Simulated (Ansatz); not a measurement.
## What BePd3C (built on the sites of a database entry of CaPd3C) distorts into

Which phase does BePd3C (built on the sites of a database entry of CaPd3C) fall into along its unstable mode, and how much energy does it gain?

Method: DFT PBEsol, scalar-relativistic, plane waves, PAW, in Ansatz 0.2.0.

The structure was built from a prototype and need not be the compound's stable phase.

**1. Set-up**

Symmetry: Pm-3m, No. 221, cubic system. The conventional cell has a = 4.016 Å, b = 4.016 Å, c = 4.016 Å, α = 90.00°, β = 90.00°, γ = 90.00°. Nearest to Be lie 12 Pd at 2.84 Å. Nearest to Pd lie 2 C at 2.01 Å and 4 Be at 2.84 Å and 8 Pd at 2.84 Å. C has 6 Pd at 2.01 Å nearest. Farther neighbours are not listed.

**2. Phonons on a q mesh**

The cell comes from relaxations at this level that are not shown. Stability and thermal properties need the whole zone. Linear response on a 4×4×4 q mesh gives force constants as far as a supercell of that size would.

input.yaml reads:

```yaml
crystal:
  lattice:
    - [4.0156977755, 0.0, 0.0]
    - [0.0, 4.0156977755, 0.0]
    - [0.0, 0.0, 4.0156977755]
  atoms:
    - { symbol: Be, position: [0.0, 0.0, 0.0] }
    - { symbol: Pd, position: [0.0, 0.5, 0.5] }
    - { symbol: Pd, position: [0.5, 0.5, 0.0] }
    - { symbol: Pd, position: [0.5, 0.0, 0.5] }
    - { symbol: C, position: [0.5, 0.5, 0.5] }
kpoints:
  mp_grid: { grid: [12, 12, 12] }
hamiltonian:
  xc: pbesol
scf:
  occupations: { method: methfessel_paxton, width: 0.2 }
output:
  eigenvalues: true
phonons:
  method: dfpt
  qmesh: [4, 4, 4]
  temperatures: { t_max: 1000, t_step: 50 }
  qpath:
    path:
      - [[0.0, 0.0, 0.0], [0.0, 0.5, 0.0], [0.5, 0.5, 0.0], [0.0, 0.0, 0.0], [0.5, 0.5, 0.5], [0.0, 0.5, 0.0]]
      - [[0.5, 0.5, 0.5], [0.5, 0.5, 0.0]]
    npoints: 10
```

Run with:

```sh
> ansatz run input.yaml --threads 4 --pin off --max-ram 14336MiB --backend cpu --events-out ev --progress --plain --runs-dir out
```

Numbers of over 12 decimals in the logs are rounded to 6 here.

The program printed:

```text
Engine: ansatz 0.2.0, aarch64-unknown-linux-gnu
Pseudopotentials: kind: paw
Pseudopotential: Be, paw, valence charge 2, recommended cutoff 420 eV (normal), Be.paw.azcp
Pseudopotential: Pd, paw, valence charge 18, recommended cutoff 420 eV (normal), Pd.paw.azcp
Pseudopotential: C, paw, valence charge 4, recommended cutoff 420 eV (normal), C.paw.azcp
Functional definition: PBEsol
  exchange = pbesol_x
  correlation = pbesol_c
Crystal: 5 atoms, lattice volume = 64.756 Å³
Basis set: ecut = 420 eV, 1309 PW (Γ), exchange–correlation on 54×54×54 points (8 copies of the dense FFT grid, shifted against one another)
Bands: 36, of which v1, the nominal top of the filled ones, is band 30 counted from 1 (29 counted from 0)
Symmetry: 48 space group operations
k-points: 84 of 1728
Non-local potential: Be, projectors of the file, l = 0: 2, l = 1: 2, l = 2: 1
Non-local potential: Pd, projectors of the file, l = 0: 2, l = 1: 2, l = 2: 2, l = 3: 1
Non-local potential: C, projectors of the file, l = 0: 2, l = 1: 2, l = 2: 1
PAW form: soft (Blöchl's): semilocal exchange-correlation on the pseudo side does not see the compensation charge
PAW frozen core: Be, regenerated for the run's functional, and the local potential with it (the file was generated under x = pbe(κ = 0.804, μ = 0.219515), c = pbe(β = 0.066725))
PAW frozen core: Pd, regenerated for the run's functional, and the local potential with it (the file was generated under x = pbe(κ = 0.804, μ = 0.219515), c = pbe(β = 0.066725))
PAW frozen core: C, regenerated for the run's functional, and the local potential with it (the file was generated under x = pbe(κ = 0.804, μ = 0.219515), c = pbe(β = 0.066725))
PAW one-centre angular grid: Be, 110 points (default); XC on 64 Gauss nodes
PAW one-centre angular grid: Pd, 590 points (default); XC on 64 Gauss nodes
PAW one-centre angular grid: C, 110 points (default); XC on 64 Gauss nodes
Initial density: superposition of atomic densities (neutral atoms: chi_scale 0, normalization atom), corrected by the library's trained network
Initial wavefunctions: pseudopotential atomic-orbital guess
Functional: x = pbesol(κ = 0.804, μ = 0.123457), c = pbesol(β = 0.046)
SCF iter   1: F=—  HF=-21055.866252 eV  |F-HF|=—  |Δ(HF+E_count)|=         —  Δρ=7.82e-3  dr2=3.25e-2  ethr=1.77e-3  ⟨swp⟩=5.2  Hψ=11975  notcnv=0
preconditioner: auto → Kerker (q_TF=auto, 2.694 Å⁻¹)  [metal: Δε(μ)=0.014 eV  Ē_g=7.827 eV  σ=0.200 eV  W_gap=0.06  n_scr=18 (ndim 8)  ℏωp=27.7 eV  f_vac=0.000  D(μ)=4.14/eV (n_scr^D=32)]
SCF iter   2: F=—  HF=-21055.858527 eV  |F-HF|=—  |Δ(HF+E_count)|=   7.73e-3  S|Δr|=    0.00e0  Δρ=3.70e-3  dr2=7.50e-3  ethr=5.42e-5  ⟨swp⟩=2.0  Hψ=5222  notcnv=0
SCF iter   3: F=—  HF=-21055.856439 eV  |F-HF|=—  |Δ(HF+E_count)|=   2.09e-3  S|Δr|=    0.00e0  Δρ=6.81e-4  dr2=3.38e-4  ethr=1.25e-5  ⟨swp⟩=2.0  Hψ=4352  notcnv=0
SCF iter   4: F=—  HF=-21055.856382 eV  |F-HF|=—  |Δ(HF+E_count)|=   5.72e-5  S|Δr|=    0.00e0  Δρ=2.07e-4  dr2=4.55e-5  ethr=5.63e-7  ⟨swp⟩=2.0  Hψ=4103  notcnv=0
SCF iter   5: F=—  HF=-21055.856371 eV  |F-HF|=—  |Δ(HF+E_count)|=   1.12e-5  S|Δr|=    0.00e0  Δρ=4.08e-5  dr2=1.89e-6  ethr=7.59e-8  ⟨swp⟩=2.0  Hψ=3883  notcnv=0
SCF iter   6: F=—  HF=-21055.856371 eV  |F-HF|=—  |Δ(HF+E_count)|=   5.35e-7  S|Δr|=    0.00e0  Δρ=7.91e-6  dr2=2.63e-8  ethr=3.14e-9  ⟨swp⟩=2.0  Hψ=4016  notcnv=0
SCF iter   7: F=—  HF=-21055.856371 eV  |F-HF|=—  |Δ(HF+E_count)|=   1.83e-9  S|Δr|=    0.00e0  Δρ=1.28e-6  dr2=7.65e-10  ethr=4.39e-11  ⟨swp⟩=2.0  Hψ=3788  notcnv=0
SCF iter   8: F=—  HF=-21055.856371 eV  |F-HF|=—  |Δ(HF+E_count)|=  3.64e-11  S|Δr|=    0.00e0  Δρ=2.79e-7  dr2=8.76e-11  ethr=1.28e-12  ⟨swp⟩=2.1  Hψ=4418  notcnv=0
SCF iter   9: F=-21055.856371 eV  HF=-21055.856371 eV  |F-HF|=0.00e0  |Δ(HF+E_count)|=  1.09e-11  S|Δr|=    0.00e0  Δρ=6.31e-8  dr2=4.12e-12  ethr=1.00e-12  ⟨swp⟩=7.7  Hψ=14064  notcnv=0
SCF 1 converged in 9 iterations: F = -21055.856371 eV  dr2 = 4.12e-12
  greatest PAW one-centre occupation: 0.999 electrons in one spin orbital (limit 2), on the Pd atom at site 3 (counted from 0), in its partial waves of l = 0
Initial density: read from a saved state, or passed on in memory by an earlier SCF of this step, an earlier step, the calling program or the single point that the run made first
iter 1 solved again at ethr=2.50e-7 eV; its pass at ethr=3.10e-3 eV (dr2=1.50e-4 eV) is discarded
SCF iter   1: F=—  HF=-21055.856371 eV  |F-HF|=—  |Δ(HF+E_count)|=         —  Δρ=7.35e-7  dr2=3.33e-10  ethr=2.50e-7  ⟨swp⟩=2.9  Hψ=18858  notcnv=0
eigensolver tolerance schedule: the retry pair's looser diagonalisation over-reported the residual by 451979.07 of it (diagonalisation noise at an unbounded share of the residual, at the tolerance the schedule requests for it); recorded, not acted on — ethr = c·dr2/N_el stays at c = 1.0e-1
preconditioner: auto → Kerker (q_TF=auto, 2.694 Å⁻¹)  [metal: Δε(μ)=0.021 eV  Ē_g=7.837 eV  σ=0.200 eV  W_gap=0.09  n_scr=18 (ndim 8)  ℏωp=27.7 eV  f_vac=0.000  D(μ)=4.15/eV (n_scr^D=32)]
SCF iter   2: F=—  HF=-21055.856371 eV  |F-HF|=—  |Δ(HF+E_count)|=   7.47e-7  S|Δr|=    0.00e0  Δρ=3.56e-7  dr2=6.89e-11  ethr=1.00e-12  ⟨swp⟩=3.5  Hψ=7553  notcnv=0
SCF iter   3: F=—  HF=-21055.856371 eV  |F-HF|=—  |Δ(HF+E_count)|=  1.46e-11  S|Δr|=    0.00e0  Δρ=2.37e-7  dr2=3.10e-11  ethr=1.00e-12  ⟨swp⟩=1.0  Hψ=3024  notcnv=0
SCF iter   4: F=-21055.856371 eV  HF=-21055.856371 eV  |F-HF|=0.00e0  |Δ(HF+E_count)|=  7.28e-12  S|Δr|=    0.00e0  Δρ=5.80e-8  dr2=2.05e-12  ethr=1.00e-12  ⟨swp⟩=2.0  Hψ=6663  notcnv=0
SCF 2 converged in 4 iterations: F = -21055.856371 eV  dr2 = 2.05e-12
phonons: the bands overlap, so this run is a metal and interpolates without the dipole-dipole term. If the crystal is really an insulator or semiconductor, its LO-TO splitting is missing
NSCF: frozen V_eff on 84 k-points
WARN: eigensolver did not converge (k=81): 1 band(s) unlocked after 20 sweeps at ethr=1.39e-12 eV (storage-precision floor; scheduled 1.00e-12 eV) (lowest unlocked band 35, counted from 0; max residual 2.32e-6 eV among the unlocked bands, 2.32e-6 eV over every band; other slots of this pass that fall short are told together in one closing line; warning suppressed until the next SCF loop or pass starts)
NSCF: frozen V_eff on 343 k-points
DFPT response loops at q = (0, 0, 0) (fractional): preconditioner auto → Kerker (q_TF=auto, 2.694 Å⁻¹) (partly filled bands, converged f_vac=0.000); β = 1.00, the filter's whole step (`scf.mixing.beta` (0.50) is not read by the response loops under this deck's `scf.mixing.preconditioner`; to damp them name `kerker` or `kerker_dos`, under which they read `scf.mixing.beta`, and type it under 1.00, their step now; both keys bind the ground state too); Broyden in place of MSR1
NSCF: frozen V_eff on 1176 k-points
DFPT response loops at q = (0, 0, 0.25) (fractional): mixed as the last ones told, above
NSCF: frozen V_eff on 686 k-points
DFPT response loops at q = (0, 0, -0.5) (fractional): mixed as the last ones told, above
NSCF: frozen V_eff on 2016 k-points
DFPT response loops at q = (0, 0.25, 0.25) (fractional): mixed as the last ones told, above
NSCF: frozen V_eff on 1176 k-points
DFPT response loops at q = (0, 0.25, -0.5) (fractional): mixed as the last ones told, above
NSCF: frozen V_eff on 686 k-points
DFPT response loops at q = (0, -0.5, -0.5) (fractional): mixed as the last ones told, above
NSCF: frozen V_eff on 3456 k-points
DFPT response loops at q = (0.25, 0.25, 0.25) (fractional): mixed as the last ones told, above
NSCF: frozen V_eff on 2016 k-points
DFPT response loops at q = (0.25, 0.25, -0.5) (fractional): mixed as the last ones told, above
NSCF: frozen V_eff on 1176 k-points
DFPT response loops at q = (0.25, -0.5, -0.5) (fractional): mixed as the last ones told, above
NSCF: frozen V_eff on 686 k-points
DFPT response loops at q = (-0.5, -0.5, -0.5) (fractional): mixed as the last ones told, above
SCF converged after 9 iterations
Stability not checked: this state was not tested for a lower state beside it, because cold or Methfessel-Paxton smearing, or corrected tetrahedra, fill the levels in a way that the test cannot read (fill_not_monotonic; see scf.lower_state_search)
Free energy (F): -21055.856371 eV
Harris-Foulkes:  -21055.856371 eV  (|F-HF|=0.00e0)
Internal energy: -21055.848899 eV  (E = F + TS)
E sigma→0 (E₀):  -21055.854503 eV
Entropy (-TS):   -0.007471 eV (-1.494 meV/atom)
Fermi energy:    15.938268 eV
--- Per-component energies (eV) ---
  E_band       = -619.519794
  E_kinetic    = 1644.403384
  E_local      = -7184.193390  (includes V_loc(G=0)·N_el)
  E_nonlocal   = 687.912713
  E_hartree    = 2969.955391
  E_xc         = -569.314145
  E_vxc        = -712.433678  (∫ρ·V_xc dr)
  E_paw        = -11205.958963  (= ΣΔE_a)
  E_vpaw       = -995.120213  (= ΣTr[D̂ρ^β])
  E_aug_tail   = 0.000537  (compensation charges beyond the density's cutoff)
  E_ewald      = -7399.592630
  E_core_change = 0.938204  (= ΣΔE_core)
  E_smearing   = -0.007471  (= −TS)
  E_closure    = 0.000000  (closes the sum)
  Σ components = -21055.856371   (vs F -21055.856371, Δ=0.00e0)
--- Band table (eV; the first three rows and the last of 84) ---
  k-point 0: bands = [... 26 lower, 13.4153, 14.8210, 14.8210, 14.8210, 14.9244, 18.3445, 18.3445, 18.3445, ... 2 higher]
  k-point 1: bands = [... 26 lower, 13.6564, 14.8211, 14.8805, 14.9170, 14.9170, 18.2711, 18.4371, 18.4371, ... 2 higher]
  k-point 2: bands = [... 26 lower, 13.8977, 14.7519, 14.8214, 15.1681, 15.1681, 18.2479, 18.6997, 18.6997, ... 2 higher]
  k-point 83: bands = [... 26 lower, 14.6766, 14.6766, 14.7172, 14.7172, 14.7172, 18.1944, 18.1944, 18.1944, ... 2 higher]
--- Phonons (Γ-DFPT): 4 representative perturbations + reference (Σ response iterations 13) ---
  ASR residual: 1.725e-4 → 0.000e0 eV/Å²; symmetrization residual: 4.696e-6 eV/Å²
  ASR residual per site (eV/Å²): 1.73e-4 3.66e-5 3.66e-5 3.66e-5 6.25e-8
  Γ frequencies (cm⁻¹): -107.58 -107.58 -107.58 0.00 0.00 0.00 75.35 75.35 75.35 143.54 143.54 143.54 492.34 492.34 492.34
--- Phonons (arbitrary-q DFPT): 10 irreducible q on the 4×4×4 mesh ---
  q = [0.0000, 0.0000, 0.0000] (star 1, of the zone-centre solve; hermiticity 4.52e-7, symmetrization 5.59e-13): -107.58 -107.58 -107.58 -0.00 -0.00 -0.00 75.35 75.35 75.35 143.54 143.54 143.54 492.34 492.34 492.34
  q = [0.0000, 0.0000, 0.2500] (star 6, 9 solved perturbations in 4536 linear systems a pass and spin channel, the states on 588 of 1728 k-point pairs; hermiticity 4.52e-7, symmetrization 4.88e-13): -103.84 -103.84 -69.06 -66.02 33.15 33.15 52.37 52.37 96.26 142.61 142.61 208.44 486.02 486.02 601.74
  q = [0.0000, 0.0000, -0.5000] (star 3, 9 solved perturbations in 2646 linear systems a pass and spin channel, the states on 343 of 1728 k-point pairs; hermiticity 3.76e-7, symmetrization 1.72e-11): -127.93 -127.93 -95.93 23.87 43.25 43.25 73.87 73.87 146.02 146.02 158.00 238.49 495.56 495.56 691.99
  q = [0.0000, 0.2500, 0.2500] (star 12, 9 solved perturbations in 7686 linear systems a pass and spin channel, the states on 1008 of 1728 k-point pairs; hermiticity 4.03e-7, symmetrization 2.66e-13): -94.96 -91.98 -88.35 -85.60 -45.59 25.82 64.03 71.40 107.76 143.68 189.21 228.50 491.63 597.16 621.52
  q = [0.0000, 0.2500, -0.5000] (star 12, 15 solved perturbations on 588 of 1728 k-point pairs; hermiticity 3.59e-7, symmetrization 1.69e-11): -120.39 -111.68 -106.42 -57.61 -48.84 -47.54 93.14 94.00 124.83 139.13 192.35 256.49 487.18 619.85 700.25
  q = [0.0000, -0.5000, -0.5000] (star 3, 9 solved perturbations in 2646 linear systems a pass and spin channel, the states on 343 of 1728 k-point pairs; hermiticity 3.42e-7, symmetrization 1.76e-11): -102.14 -94.30 -94.30 -90.21 -90.21 -81.23 110.00 120.37 120.37 148.06 198.39 279.87 482.90 707.38 707.38
  q = [0.2500, 0.2500, 0.2500] (star 8, 4 solved perturbations in 4536 linear systems a pass and spin channel, the states on 1728 of 1728 k-point pairs; hermiticity 1.32e-7, symmetrization 5.70e-13): -111.13 -111.13 -88.64 -60.27 -60.27 31.40 90.12 90.12 118.60 186.74 186.74 249.82 600.46 623.14 623.14
  q = [0.2500, 0.2500, -0.5000] (star 12, 9 solved perturbations in 7686 linear systems a pass and spin channel, the states on 1008 of 1728 k-point pairs; hermiticity 2.24e-7, symmetrization 1.67e-11): -124.50 -110.54 -91.85 -77.06 -69.27 -45.63 104.25 111.37 124.76 183.20 192.58 275.11 611.70 625.22 703.47
  q = [0.2500, -0.5000, -0.5000] (star 6, 9 solved perturbations in 4536 linear systems a pass and spin channel, the states on 588 of 1728 k-point pairs; hermiticity 2.24e-7, symmetrization 1.75e-11): -105.05 -105.05 -98.12 -95.29 -95.29 -74.53 123.12 127.99 127.99 187.17 196.84 297.62 619.95 708.50 708.50
  q = [-0.5000, -0.5000, -0.5000] (star 1, 4 solved perturbations in 931 linear systems a pass and spin channel, the states on 343 of 1728 k-point pairs; hermiticity 2.61e-8, symmetrization 1.69e-11): -107.09 -107.09 -107.09 -102.80 -102.80 -102.80 132.82 132.82 132.82 196.72 196.72 317.97 709.68 709.68 709.68
  sum rule: each row above includes the acoustic sum rule's correction from the zone centre's row sums; it moved no ω² by more than (2.28 cm⁻¹)²
  mesh force constants: q→R imaginary residual 2.69e-19; ASR residual 1.725e-4 → 0.000e0 eV/Å²; symmetrization residual 3.197e-14 eV/Å²
  interpolated dispersion: 62 rows × 15 modes
  density of states and harmonic sums: on the 16×16×16 q-mesh, interpolated from the force constants of a 4×4×4 supercell (no non-analytic term)
  largest difference from the sums on the solved wave vectors: F 3.91e-2 eV, S 4.80e-5 and C_V 8.83e-6 eV/K
  zero-point energy: 0.169626 eV/cell   skipped modes (ω ≤ 0): 856, of them read as no rigid motion or as one in doubt: 853 (5.256e0 modes/cell left out, lowest -131.57 cm⁻¹)   left out of the sums: 3.50e-1 of the cell's modes: C_V's classical limit lies that fraction below 3 k_B per atom; for a crystal, a wire or a layer, F and S can be off by more, and a phonons.interpolated_qmesh denser along its periods is the remedy for the sampling
```

Wall time 61 min (4 threads of Arm Neoverse V1, shared host); peak memory 7.7 GiB; 4 h of CPU time.

In the SCF lines HF is the Harris–Foulkes energy and dr2 the Hartree energy of the density residual, in eV; the loop may stop once dr2 is under the threshold and the program's other checks hold. Hψ counts applications of the Hamiltonian.

This step gave:

- volume per atom: 12.95 Å³
- gap on the k-mesh: 0 eV
- sum-rule residual before enforcement: 1.73e-4 eV/Å²
- lowest frequency on the path: -131.8 cm⁻¹
- point group: m-3m
- highest frequency on the path or at a solved wavevector: 709.7 cm⁻¹
- highest optical mode at the zone centre (no LO-TO term): 492.3 cm⁻¹
- lowest optical zone-centre mode: -107.6 cm⁻¹
- lowest mode on the q mesh (acoustic modes at Γ apart): -127.9 cm⁻¹

Frequencies (cm⁻¹) solved at each irreducible wavevector; negative means imaginary. Frequencies by wavevector, by row:

```csv
q in reciprocal lattice units,star,mode 1,mode 2,mode 3,mode 4,mode 13,mode 14,mode 15
0 0 0,1,-107.6,-107.6,-107.6,0,492.3,492.3,492.3
0 0 0.25,6,-103.8,-103.8,-69.1,-66,486,486,601.7
0 0 -0.5,3,-127.9,-127.9,-95.9,23.9,495.6,495.6,692
0 0.25 0.25,12,-95,-92,-88.3,-85.6,491.6,597.2,621.5
0 0.25 -0.5,12,-120.4,-111.7,-106.4,-57.6,487.2,619.9,700.2
0 -0.5 -0.5,3,-102.1,-94.3,-94.3,-90.2,482.9,707.4,707.4
0.25 0.25 0.25,8,-111.1,-111.1,-88.6,-60.3,600.5,623.1,623.1
0.25 0.25 -0.5,12,-124.5,-110.5,-91.8,-77.1,611.7,625.2,703.5
0.25 -0.5 -0.5,6,-105,-105,-98.1,-95.3,620,708.5,708.5
-0.5 -0.5 -0.5,1,-107.1,-107.1,-107.1,-102.8,709.7,709.7,709.7
```

Interpolated from a 4×4×4 q mesh. Phonon branches along the path, in cm⁻¹:

```csv
point,branch 1,branch 2,branch 3,branch 4,branch 12,branch 13,branch 14,branch 15
Γ,-108,-108,-108,0,144,492,492,492
halfway,-104,-104,-69,-66,208,486,486,602
X,-128,-128,-96,24,238,496,496,692
halfway,-120,-112,-106,-58,256,487,620,700
M,-102,-94,-94,-90,280,483,707,707
halfway,-95,-92,-88,-86,228,492,597,622
Γ,-108,-108,-108,0,144,492,492,492
halfway,-111,-111,-89,-60,250,600,623,623
R,-107,-107,-107,-103,318,710,710,710
halfway,-124,-110,-92,-77,275,612,625,704
X,-128,-128,-96,24,238,496,496,692
jump to R,-107,-107,-107,-103,318,710,710,710
halfway,-105,-105,-98,-95,298,620,708,708
M,-102,-94,-94,-90,280,483,707,707
```

Symmetry leaves 10 wavevectors to solve. The lowest mode among them, the acoustic zeros apart, lies at q = (0, 0, -0.5) and is imaginary, 127.9i cm⁻¹, so the energy falls along it. Between them the interpolated path dips to 132i cm⁻¹.

**3. The mode frozen in, largest atomic shift 0 Å**

The mode followed lies at q = (0, 0, -0.5) with frequency 127.9i cm⁻¹ and is 2-fold degenerate, the softest among the wavevectors solved. At small amplitude the distorted cell has space group no. 63 by a symmetry search on the positions. The undistorted cell that holds it gives the zero of energy on the same k mesh.

System of this step: BePd3C (built on the sites of a database entry of CaPd3C). It takes space group Pm-3m (No. 221, cubic). The conventional cell has a = 4.016 Å, b = 4.016 Å, c = 4.016 Å, α = 90.00°, β = 90.00°, γ = 90.00°. Nearest to Be lie 12 Pd at 2.84 Å. Pd has 2 C at 2.01 Å and 8 Pd at 2.84 Å and 4 Be at 2.84 Å nearest. Nearest to Pd lie 2 C at 2.01 Å and 4 Be at 2.84 Å and 8 Pd at 2.84 Å. Nearest to C lie 6 Pd at 2.01 Å. Farther neighbours are not listed.

input.yaml reads:

```yaml
crystal:
  lattice:
    - [4.0156977755, 0.0, 0.0]
    - [0.0, 4.0156977755, 0.0]
    - [0.0, 0.0, 8.031395551]
  atoms:
    - { symbol: Be, position: [0.0, 0.0, 0.0] }
    - { symbol: Be, position: [0.0, 0.0, 0.5] }
    - { symbol: Pd, position: [0.0, 0.5, 0.25] }
    - { symbol: Pd, position: [0.0, 0.5, 0.75] }
    - { symbol: Pd, position: [0.5, 0.5, 0.0] }
    - { symbol: Pd, position: [0.5, 0.5, 0.5] }
    - { symbol: Pd, position: [0.5, 0.0, 0.25] }
    - { symbol: Pd, position: [0.5, 0.0, 0.75] }
    - { symbol: C, position: [0.5, 0.5, 0.25] }
    - { symbol: C, position: [0.5, 0.5, 0.75] }
kpoints:
  mp_grid: { grid: [10, 10, 6] }
hamiltonian:
  xc: pbesol
scf:
  occupations: { method: methfessel_paxton, width: 0.2 }
output:
  forces: true
  stress: true
  eigenvalues: true
```

The program printed:

```text
[...]
Crystal: 10 atoms, lattice volume = 129.513 Å³
Basis set: ecut = 420 eV, 2547 PW (Γ), exchange–correlation on 54×54×108 points (8 copies of the dense FFT grid, shifted against one another)
Bands: 72, of which v1, the nominal top of the filled ones, is band 60 counted from 1 (59 counted from 0)
Symmetry: 32 space group operations
[...]
k-points: 84 of 600
[...]
k-point 0: bands = [... 56 lower, 14.8201, 14.8213, 14.8229, 14.9249, 16.0630, 16.0630, 18.3444, 18.3448, ... 8 higher]
  k-point 1: bands = [... 56 lower, 14.8228, 14.8810, 14.9160, 14.9160, 15.9886, 15.9886, 18.2709, 18.4374, ... 8 higher]
  k-point 2: bands = [... 56 lower, 14.8217, 14.8225, 15.1667, 15.1667, 15.7813, 15.7813, 18.2473, 18.6878, ... 8 higher]
  k-point 83: bands = [... 56 lower, 15.1088, 15.1088, 15.6606, 15.6606, 15.6606, 15.6606, 17.6969, 17.6969, ... 8 higher]
[key lines of the parts left out:]
SCF converged after 6 iterations
Free energy (F): -42111.715229 eV
Fermi energy:    15.936496 eV
P = ⅓ Tr σ = -0.0119 GPa (-0.119 kbar)
```

Wall time 11 s (4 threads); peak memory 0.84 GiB; 44 s of CPU time.

Numbers from this step:

| Quantity | Value |
| --- | --- |
| pressure | -0.01195 GPa |
| energy from the undistorted cell | 0 meV/atom |

The run ends at a pressure of -0.01 GPa.

(Continued in part 2 of 2.)

[Logs are printed without paths, hosts, clocks, repeated set-up lines and the standing remarks that a program may print on its own settings, such as how far it seeks lower states.]

[Hosts, paths, dates, database ids (printed as entryN), source tags and the programs' standing remarks are cut or masked in the printed files.]
